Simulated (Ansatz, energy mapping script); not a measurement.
# VCl2O monolayer: J from the energies of magnetic orders, part 2 of 3

Wanted: the magnetic order of VCl2O monolayer, its couplings and an estimate of its ordering temperature, by LDA+U (3.68 eV).

LDA with U = 3.68 eV on V d, ortho-atomic projectors; plane waves, U on orthogonalised atomic orbitals unless named otherwise, collinear spin, no spin–orbit coupling.

So far. Step 4 (Order 1: parallel, cell A of 8 atoms): The run ends ferromagnetic.

## Step 5: Run 2 (compensated +−; cell A, 8 atoms)

This order reverses 2 of the 2 neighbours at 3.52 Å, 2 of the 2 neighbours at 3.64 Å and 0 of the 4 neighbours at 5.06 Å, counted for an average magnetic atom.

File input.yaml:

```yaml
crystal:
  lattice:
    - [3.64216, 3.517888, 0.0]
    - [0.0, 7.035776, 0.0]
    - [0.0, 0.0, 18.329395]
  atoms:
    - { symbol: V, position: [0.5, 0.75, 0.5], spin: 2.0 }
    - { symbol: V, position: [0.5, 0.25, 0.5], spin: -2.0 }
    - { symbol: Cl, position: [0.5, 0.0, 0.409179] }
    - { symbol: Cl, position: [0.5, 0.5, 0.409179] }
    - { symbol: Cl, position: [0.5, 0.0, 0.590821] }
    - { symbol: Cl, position: [0.5, 0.5, 0.590821] }
    - { symbol: O, position: [0.0, 0.0, 0.5] }
    - { symbol: O, position: [0.0, 0.5, 0.5] }
magnetization:
  spin_polarized: true
kpoints:
  mp_grid: { grid: [10, 10, 1] }
hamiltonian:
  xc: lda
  hubbard:
    sites:
      - { species: V, l: d, u_eff: 3.68 }
      - { site: 0, l: d, u_eff: 3.68, starting_ns: [{ spin: up, occupation_matrix: v1_major }, { spin: down, occupation_matrix: v1_minor }] }
      - { site: 1, l: d, u_eff: 3.68, starting_ns: [{ spin: up, occupation_matrix: v1_minor }, { spin: down, occupation_matrix: v1_major }] }
    projectors: ortho-atomic
    occupation_matrices:
      v1_major:
        matrix:
          - [0.844, 0.0, 0.0, 0.264, 0.0]
          - [0.0, 0.288, 0.0, 0.0, 0.0]
          - [0.0, 0.0, 0.328, 0.0, 0.0]
          - [0.264, 0.0, 0.0, 0.524, 0.0]
          - [0.0, 0.0, 0.0, 0.0, 0.295]
      v1_minor:
        matrix:
          - [0.116, 0.0, 0.0, -0.109, 0.0]
          - [0.0, 0.19, 0.0, 0.0, 0.0]
          - [0.0, 0.0, 0.257, 0.0, 0.0]
          - [-0.109, 0.0, 0.0, 0.259, 0.0]
          - [0.0, 0.0, 0.0, 0.0, 0.194]
scf:
  occupations: { method: fermi_dirac, width: 0.07 }
output:
  eigenvalues: true
  write_density: true
  write_potential: true
  elf: true
  volumetric_format: npy
```

Launch:

```sh
> ansatz run input.yaml --threads 4 --pin off --max-ram 8192MiB --backend cpu --events-out ev --progress --plain --runs-dir out
```

Numbers of over 12 decimals in the logs are rounded to 6 here.

Output:

```text
[...]
Crystal: 8 atoms, lattice volume = 469.698 Å³
Basis set: ecut = 420 eV, 9179 PW (Γ)
Bands: 43, of which v1, the nominal top of the filled ones, is band 33 counted from 1 (32 counted from 0)
Symmetry: 8 space group operations
[...]
k-points: 31 of 100
[...]
Starting moments: Σ|m| = 4 μB on 2 of 8 sites
Starting magnetic order: antiferromagnet; a translation exchanges its spin sublattices: spin-degenerate at every k-point
[...]
SCF iter   1: F=—  HF=-11014.271146 eV  |F-HF|=—  |Δ(HF+E_count)|=         —  Δρ=4.41e-2 (↑4.41e-2 ↓4.41e-2)  dr2=2.89e1  dr2_m=2.13e0  M=0.000 μB ∫|m|=2.419 μB  β_m=0.30  ethr=3.10e-3  ⟨swp⟩=8.2  Hψ=5856  notcnv=0  defer=1
[...]
SCF iter  17: F=-11008.387719 eV  HF=-11008.387719 eV  |F-HF|=2.91e-10  |Δ(HF+E_count)|=  5.38e-10  Δρ=1.35e-7 (↑1.35e-7 ↓1.35e-7)  dr2=3.31e-10  dr2_m=6.82e-12  M=0.000 μB ∫|m|=2.588 μB  ethr=6.33e-12  ⟨swp⟩=1.0  Hψ=3639  notcnv=0
SCF 1 converged in 17 iterations: F = -11008.387719 eV  dr2 = 3.31e-10
[...]
SCF converged after 17 iterations
Magnetization: 0.0000 μB (33.0000 up, 33.0000 down)
Absolute magnetization: 2.5857 μB (∫|ρ↑−ρ↓|, with the PAW one-centre terms)
[...]
Per-site moments (μB) at R_I (Å): [(0.837419, 0.7511955), (-0.837419, 0.7511955), (-3.588038182014117e-18, 0.998990), (-5.133926250312418e-18, 0.998990), (-7.997500792134627e-17, 0.998990), (4.024771678340884e-17, 0.998990), (-2.5936003103008546e-17, 0.7511955), (2.593600310300865e-17, 0.7511955)]
Free energy (F): -11008.387719 eV
[...]
Internal energy: -11008.387705 eV  (E = F + TS)
E sigma→0 (E₀):  -11008.387712 eV
Entropy (-TS):   -0.000014 eV (-0.002 meV/atom)
Fermi energy:    -3.432460 eV
[...]
--- Specified on-site occupations, and those of the state reported ---
  electrons in the specified blocks: 6.5900 specified, 6.5843 found
[...]
--- Band table (eV; the first three rows and the last of 62) ---
  k-point 0 ↑: bands = [... 29 lower, -4.9293, -4.5815, -4.4246, -4.2888, -2.6901, -2.1324, -1.2151, -1.0338, ... 6 higher]
  k-point 1 ↑: bands = [... 29 lower, -4.6857, -4.5883, -4.5026, -4.3536, -2.6053, -2.1315, -1.1231, -1.0675, ... 6 higher]
  k-point 2 ↑: bands = [... 29 lower, -4.7416, -4.5916, -4.4340, -4.4172, -2.4069, -2.1106, -1.1530, -0.9050, ... 6 higher]
  k-point 30 ↓: bands = [... 29 lower, -4.8900, -4.7238, -4.6410, -4.3200, -2.7928, -2.2202, -1.2363, -1.0338, ... 6 higher]
Occupation matrices written to <dir>
```

Elapsed: 25 s, on 4 threads of Arm Neoverse V1, shared host; peak memory 1.9 GiB; 99 s of CPU time.

Spin moment in the sphere by atom:

```tsv
atom	spin moment in the sphere (μB)
V1	0.837
V2	-0.837
Cl3	0.000
Cl4	0.000
Cl5	0.000
Cl6	0.000
O7	0.000
O8	0.000
```

The run ends antiferromagnetic, 6.55 meV a magnetic atom above the parallel order of its cell.

Spin density in the cb plane at fractional x = 0.500, with atoms of V and Cl within 0.2 Å of it.

Values in units of 1e-1 e/Å³, 9 rows by 16 columns, each cell a mean:
```
 0.0  0.0  0.0  0.0  0.0  0.0  0.0  0.1  0.3 -0.1  0.1  0.0  0.0  0.0  0.0  0.0
 0.0  0.0  0.0  0.0  0.0  0.0  0.1  2.4  4.1  0.1  0.0  0.0  0.0  0.0  0.0  0.0
 0.0  0.0  0.0  0.0  0.0  0.0  0.1  4.0  6.1  0.2  0.0  0.0  0.0  0.0  0.0  0.0
 0.0  0.0  0.0  0.0  0.0  0.0  0.0  0.3  0.7  0.0  0.0  0.0  0.0  0.0  0.0  0.0
 0.0  0.0  0.0  0.0  0.0  0.0  0.0  0.0  0.0  0.0  0.0  0.0  0.0  0.0  0.0  0.0
 0.0  0.0  0.0  0.0  0.0  0.0  0.0 -0.7 -1.4  0.0  0.0  0.0  0.0  0.0  0.0  0.0
 0.0  0.0  0.0  0.0  0.0  0.0 -0.1 -5.0 -7.2 -0.2  0.0  0.0  0.0  0.0  0.0  0.0
 0.0  0.0  0.0  0.0  0.0  0.0  0.0 -1.2 -2.4  0.0  0.0  0.0  0.0  0.0  0.0  0.0
 0.0  0.0  0.0  0.0  0.0  0.0  0.0  0.0 -0.1  0.0  0.0  0.0  0.0  0.0  0.0  0.0
```
Columns run along c (18.3 Å), rows up along b (7.0 Å). Atoms in or near the plane, at fractional coordinates: V at (0.50, 0.75), V at (0.50, 0.25), Cl at (0.41, 0.00), Cl at (0.41, 0.50), Cl at (0.59, 0.00), Cl at (0.59, 0.50).

ELF in the cb plane at fractional x = 0.500, with atoms of V and Cl within 0.2 Å of it. It is the smooth field of the valence electrons, not physical close to the nuclei.

Values, 9 rows by 16 columns, each cell a mean:
```
0.00 0.00 0.00 0.00 0.06 0.60 0.77 0.55 0.43 0.76 0.70 0.10 0.00 0.00 0.00 0.00
0.00 0.00 0.00 0.00 0.01 0.17 0.44 0.42 0.47 0.44 0.22 0.01 0.00 0.00 0.00 0.00
0.00 0.00 0.00 0.00 0.00 0.08 0.26 0.46 0.55 0.27 0.11 0.01 0.00 0.00 0.00 0.00
0.00 0.00 0.00 0.00 0.04 0.52 0.81 0.50 0.40 0.81 0.62 0.08 0.00 0.00 0.00 0.00
0.00 0.00 0.00 0.00 0.07 0.67 0.63 0.60 0.49 0.61 0.76 0.13 0.00 0.00 0.00 0.00
0.00 0.00 0.00 0.00 0.03 0.41 0.76 0.44 0.39 0.76 0.51 0.05 0.00 0.00 0.00 0.00
0.00 0.00 0.00 0.00 0.00 0.03 0.14 0.50 0.59 0.15 0.04 0.00 0.00 0.00 0.00 0.00
0.00 0.00 0.00 0.00 0.02 0.29 0.63 0.40 0.41 0.62 0.37 0.03 0.00 0.00 0.00 0.00
0.00 0.00 0.00 0.00 0.07 0.65 0.69 0.59 0.47 0.67 0.74 0.12 0.00 0.00 0.00 0.00
```
Columns run along c (18.3 Å), rows up along b (7.0 Å). Atoms in or near the plane, at fractional coordinates: V at (0.50, 0.75), V at (0.50, 0.25), Cl at (0.41, 0.00), Cl at (0.41, 0.50), Cl at (0.59, 0.00), Cl at (0.59, 0.50).

## Step 6: Order 3: parallel, cell B of 8 atoms

The parallel order again, as the reference for this cell.

This run holds the same structure in another cell (a 5.064 → 7.284 Å, b 7.036 → 3.518 Å, γ 46.0 → 90.0°).

File input.yaml:

```yaml
crystal:
  lattice:
    - [7.28432, 0.0, 0.0]
    - [0.0, 3.517888, 0.0]
    - [0.0, 0.0, 18.329395]
  atoms:
    - { symbol: V, position: [0.25, 0.0, 0.5], spin: 2.0 }
    - { symbol: V, position: [0.75, 0.0, 0.5], spin: 2.0 }
    - { symbol: Cl, position: [0.25, 0.5, 0.409179] }
    - { symbol: Cl, position: [0.75, 0.5, 0.409179] }
    - { symbol: Cl, position: [0.25, 0.5, 0.590821] }
    - { symbol: Cl, position: [0.75, 0.5, 0.590821] }
    - { symbol: O, position: [0.0, 0.0, 0.5] }
    - { symbol: O, position: [0.5, 0.0, 0.5] }
magnetization:
  spin_polarized: true
kpoints:
  mp_grid: { grid: [5, 10, 1] }
hamiltonian:
  xc: lda
  hubbard:
    sites:
      - { species: V, l: d, u_eff: 3.68 }
      - { site: 0, l: d, u_eff: 3.68, starting_ns: [{ spin: up, occupation_matrix: v1_major }, { spin: down, occupation_matrix: v1_minor }] }
      - { site: 1, l: d, u_eff: 3.68, starting_ns: [{ spin: up, occupation_matrix: v1_major }, { spin: down, occupation_matrix: v1_minor }] }
    projectors: ortho-atomic
    occupation_matrices:
      v1_major:
        matrix:
          - [0.844, 0.0, 0.0, 0.264, 0.0]
          - [0.0, 0.288, 0.0, 0.0, 0.0]
          - [0.0, 0.0, 0.328, 0.0, 0.0]
          - [0.264, 0.0, 0.0, 0.524, 0.0]
          - [0.0, 0.0, 0.0, 0.0, 0.295]
      v1_minor:
        matrix:
          - [0.116, 0.0, 0.0, -0.109, 0.0]
          - [0.0, 0.19, 0.0, 0.0, 0.0]
          - [0.0, 0.0, 0.257, 0.0, 0.0]
          - [-0.109, 0.0, 0.0, 0.259, 0.0]
          - [0.0, 0.0, 0.0, 0.0, 0.194]
scf:
  occupations: { method: fermi_dirac, width: 0.07 }
output:
  eigenvalues: true
```

Output:

```text
[...]
Crystal: 8 atoms, lattice volume = 469.698 Å³
Basis set: ecut = 420 eV, 9139 PW (Γ)
Bands: 43, of which v1, the nominal top of the filled ones, is band 33 counted from 1 (32 counted from 0)
Symmetry: 16 space group operations
[...]
k-points: 18 of 50
[...]
Starting moments: Σ|m| = 4 μB on 2 of 8 sites
[...]
k-point 1 ↑: bands = [... 29 lower, -4.8252, -4.7410, -4.6804, -4.3530, -4.3170, -3.0758, -2.5344, -1.2077, ... 6 higher]
  k-point 2 ↑: bands = [... 29 lower, -4.8604, -4.6799, -4.5919, -4.5566, -4.3067, -2.8998, -2.6845, -1.3886, ... 6 higher]
  k-point 17 ↓: bands = [... 29 lower, -4.8174, -4.3604, -4.2713, -1.2753, -1.2170, -0.7158, -0.6569, -0.3990, ... 6 higher]
Occupation matrices written to <dir>
[key lines of the parts left out:]
SCF converged after 19 iterations
Magnetization: 2.0001 μB (34.0000 up, 32.0000 down)
Free energy (F): -11008.400849 eV
Fermi energy:    -3.630382 eV
```

Wall time 26 s (4 threads); peak memory 1.3 GiB.

The run ends ferromagnetic. For each magnetic atom its energy differs from the parallel run of the first cell by 0.04 meV, an error that one common reference would have brought in.

## Step 7: Compensated +− start in cell B (8 atoms)

This order reverses 0 of the 2 neighbours at 3.52 Å, 2 of the 2 neighbours at 3.64 Å and 4 of the 4 neighbours at 5.06 Å, counted for an average magnetic atom.

input.yaml, as its differences from that of step 6:

```diff
@@ -7,3 +7,3 @@
     - { symbol: V, position: [0.25, 0.0, 0.5], spin: 2.0 }
-    - { symbol: V, position: [0.75, 0.0, 0.5], spin: 2.0 }
+    - { symbol: V, position: [0.75, 0.0, 0.5], spin: -2.0 }
     - { symbol: Cl, position: [0.25, 0.5, 0.409179] }
@@ -24,3 +24,3 @@
       - { site: 0, l: d, u_eff: 3.68, starting_ns: [{ spin: up, occupation_matrix: v1_major }, { spin: down, occupation_matrix: v1_minor }] }
-      - { site: 1, l: d, u_eff: 3.68, starting_ns: [{ spin: up, occupation_matrix: v1_major }, { spin: down, occupation_matrix: v1_minor }] }
+      - { site: 1, l: d, u_eff: 3.68, starting_ns: [{ spin: up, occupation_matrix: v1_minor }, { spin: down, occupation_matrix: v1_major }] }
     projectors: ortho-atomic
```

Output:

```text
[...]
Crystal: 8 atoms, lattice volume = 469.698 Å³
Basis set: ecut = 420 eV, 9139 PW (Γ)
Bands: 43, of which v1, the nominal top of the filled ones, is band 33 counted from 1 (32 counted from 0)
Symmetry: 8 space group operations
[...]
k-points: 18 of 50
[...]
Starting moments: Σ|m| = 4 μB on 2 of 8 sites
[...]
k-point 1 ↑: bands = [... 29 lower, -4.7966, -4.6820, -4.4563, -4.3580, -2.6105, -2.1792, -1.1824, -1.1097, ... 6 higher]
  k-point 2 ↑: bands = [... 29 lower, -4.7722, -4.6223, -4.5456, -4.4612, -2.4914, -2.3121, -1.3554, -0.8467, ... 6 higher]
  k-point 17 ↓: bands = [... 29 lower, -5.1755, -4.7932, -4.3172, -4.2101, -1.9500, -1.9407, -1.0048, -0.9456, ... 6 higher]
Occupation matrices written to <dir>
[key lines of the parts left out:]
SCF converged after 17 iterations
Magnetization: 0.0000 μB (33.0000 up, 33.0000 down)
Free energy (F): -11008.388508 eV
Fermi energy:    -3.431667 eV
```

Elapsed: 14 s, on 4 threads; peak memory 1.2 GiB.

The run ends antiferromagnetic, 6.11 meV a magnetic atom above the parallel order of its cell.

## Step 8: Run 5 (parallel; cell C, 8 atoms)

The parallel order again, as the reference for this cell.

This run holds the same structure in another cell (a 7.284 → 3.642 Å, b 3.518 → 7.036 Å).

File input.yaml:

```yaml
crystal:
  lattice:
    - [3.64216, 0.0, 0.0]
    - [0.0, 7.035776, 0.0]
    - [0.0, 0.0, 18.329395]
  atoms:
    - { symbol: V, position: [0.5, 0.0, 0.5], spin: 2.0 }
    - { symbol: V, position: [0.5, 0.5, 0.5], spin: 2.0 }
    - { symbol: Cl, position: [0.5, 0.25, 0.409179] }
    - { symbol: Cl, position: [0.5, 0.75, 0.409179] }
    - { symbol: Cl, position: [0.5, 0.25, 0.590821] }
    - { symbol: Cl, position: [0.5, 0.75, 0.590821] }
    - { symbol: O, position: [0.0, 0.0, 0.5] }
    - { symbol: O, position: [0.0, 0.5, 0.5] }
magnetization:
  spin_polarized: true
kpoints:
  mp_grid: { grid: [10, 5, 1] }
hamiltonian:
  xc: lda
  hubbard:
    sites:
      - { species: V, l: d, u_eff: 3.68 }
      - { site: 0, l: d, u_eff: 3.68, starting_ns: [{ spin: up, occupation_matrix: v1_major }, { spin: down, occupation_matrix: v1_minor }] }
      - { site: 1, l: d, u_eff: 3.68, starting_ns: [{ spin: up, occupation_matrix: v1_major }, { spin: down, occupation_matrix: v1_minor }] }
    projectors: ortho-atomic
    occupation_matrices:
      v1_major:
        matrix:
          - [0.844, 0.0, 0.0, 0.264, 0.0]
          - [0.0, 0.288, 0.0, 0.0, 0.0]
          - [0.0, 0.0, 0.328, 0.0, 0.0]
          - [0.264, 0.0, 0.0, 0.524, 0.0]
          - [0.0, 0.0, 0.0, 0.0, 0.295]
      v1_minor:
        matrix:
          - [0.116, 0.0, 0.0, -0.109, 0.0]
          - [0.0, 0.19, 0.0, 0.0, 0.0]
          - [0.0, 0.0, 0.257, 0.0, 0.0]
          - [-0.109, 0.0, 0.0, 0.259, 0.0]
          - [0.0, 0.0, 0.0, 0.0, 0.194]
scf:
  occupations: { method: fermi_dirac, width: 0.07 }
output:
  eigenvalues: true
```

Output:

```text
[...]
Crystal: 8 atoms, lattice volume = 469.698 Å³
Basis set: ecut = 420 eV, 9131 PW (Γ)
Bands: 43, of which v1, the nominal top of the filled ones, is band 33 counted from 1 (32 counted from 0)
Symmetry: 16 space group operations
[...]
k-points: 18 of 50
[...]
Starting moments: Σ|m| = 4 μB on 2 of 8 sites
[...]
k-point 1 ↑: bands = [... 29 lower, -4.6028, -4.5835, -4.4195, -4.3530, -4.3170, -3.1530, -3.0758, -2.5873, ... 6 higher]
  k-point 2 ↑: bands = [... 29 lower, -4.5919, -4.5566, -4.5224, -4.3912, -4.3067, -2.9099, -2.8998, -2.7189, ... 6 higher]
  k-point 17 ↓: bands = [... 29 lower, -5.1552, -4.9547, -4.8876, -0.5959, -0.4924, -0.4150, -0.3737, -0.0737, ... 6 higher]
Occupation matrices written to <dir>
[key lines of the parts left out:]
SCF converged after 19 iterations
Magnetization: 2.0001 μB (34.0000 up, 32.0000 down)
Free energy (F): -11008.400849 eV
Fermi energy:    -3.630383 eV
```

Wall time 25 s (4 threads); peak memory 1.2 GiB.

The run ends ferromagnetic. For each magnetic atom its energy differs from the parallel run of the first cell by 0.04 meV, an error that one common reference would have brought in.

## Step 9: Compensated +− start in cell C (8 atoms)

This order reverses 2 of the 2 neighbours at 3.52 Å, 0 of the 2 neighbours at 3.64 Å and 4 of the 4 neighbours at 5.06 Å, counted for an average magnetic atom.

input.yaml, as its differences from that of step 8:

```diff
@@ -7,3 +7,3 @@
     - { symbol: V, position: [0.5, 0.0, 0.5], spin: 2.0 }
-    - { symbol: V, position: [0.5, 0.5, 0.5], spin: 2.0 }
+    - { symbol: V, position: [0.5, 0.5, 0.5], spin: -2.0 }
     - { symbol: Cl, position: [0.5, 0.25, 0.409179] }
@@ -24,3 +24,3 @@
       - { site: 0, l: d, u_eff: 3.68, starting_ns: [{ spin: up, occupation_matrix: v1_major }, { spin: down, occupation_matrix: v1_minor }] }
-      - { site: 1, l: d, u_eff: 3.68, starting_ns: [{ spin: up, occupation_matrix: v1_major }, { spin: down, occupation_matrix: v1_minor }] }
+      - { site: 1, l: d, u_eff: 3.68, starting_ns: [{ spin: up, occupation_matrix: v1_minor }, { spin: down, occupation_matrix: v1_major }] }
     projectors: ortho-atomic
```

Output:

```text
[...]
Crystal: 8 atoms, lattice volume = 469.698 Å³
Basis set: ecut = 420 eV, 9131 PW (Γ)
Bands: 43, of which v1, the nominal top of the filled ones, is band 33 counted from 1 (32 counted from 0)
Symmetry: 8 space group operations
[...]
k-points: 18 of 50
[...]
Starting moments: Σ|m| = 4 μB on 2 of 8 sites
[...]
k-point 1 ↑: bands = [... 29 lower, -4.6497, -4.4574, -4.4108, -4.3630, -2.9029, -2.8669, -1.8192, -1.7692, ... 6 higher]
  k-point 2 ↑: bands = [... 29 lower, -4.5919, -4.5477, -4.5372, -4.4257, -2.8259, -2.8066, -1.8449, -1.8033, ... 6 higher]
  k-point 17 ↓: bands = [... 29 lower, -5.1468, -4.9477, -4.8784, -4.7104, -1.2763, -0.9053, -0.8633, -0.5170, ... 6 higher]
Occupation matrices written to <dir>
[key lines of the parts left out:]
SCF converged after 18 iterations
Magnetization: 0.0000 μB (33.0000 up, 33.0000 down)
Free energy (F): -11008.395763 eV
Fermi energy:    -3.540100 eV
```

The job ended after 14 s (4 threads; peak memory 1.2 GiB).

The run ends antiferromagnetic, 2.49 meV a magnetic atom above the parallel order of its cell.

(Continued in part 3 of 3.)

[Logs and program files are shortened in this print: banners, set-up blocks, solver, clock and traceback lines can be left out without a mark of their own.]

[Logs are printed without paths, hosts, clocks, repeated set-up lines and the standing remarks that a program may print on its own settings, such as how far it seeks lower states.]

[Hosts, paths, dates, database ids (printed as entryN), source tags and the programs' standing remarks are cut or masked in the printed files.]

[Where a cell is said to come from a database of computed structures, the database is the Materials Project.]
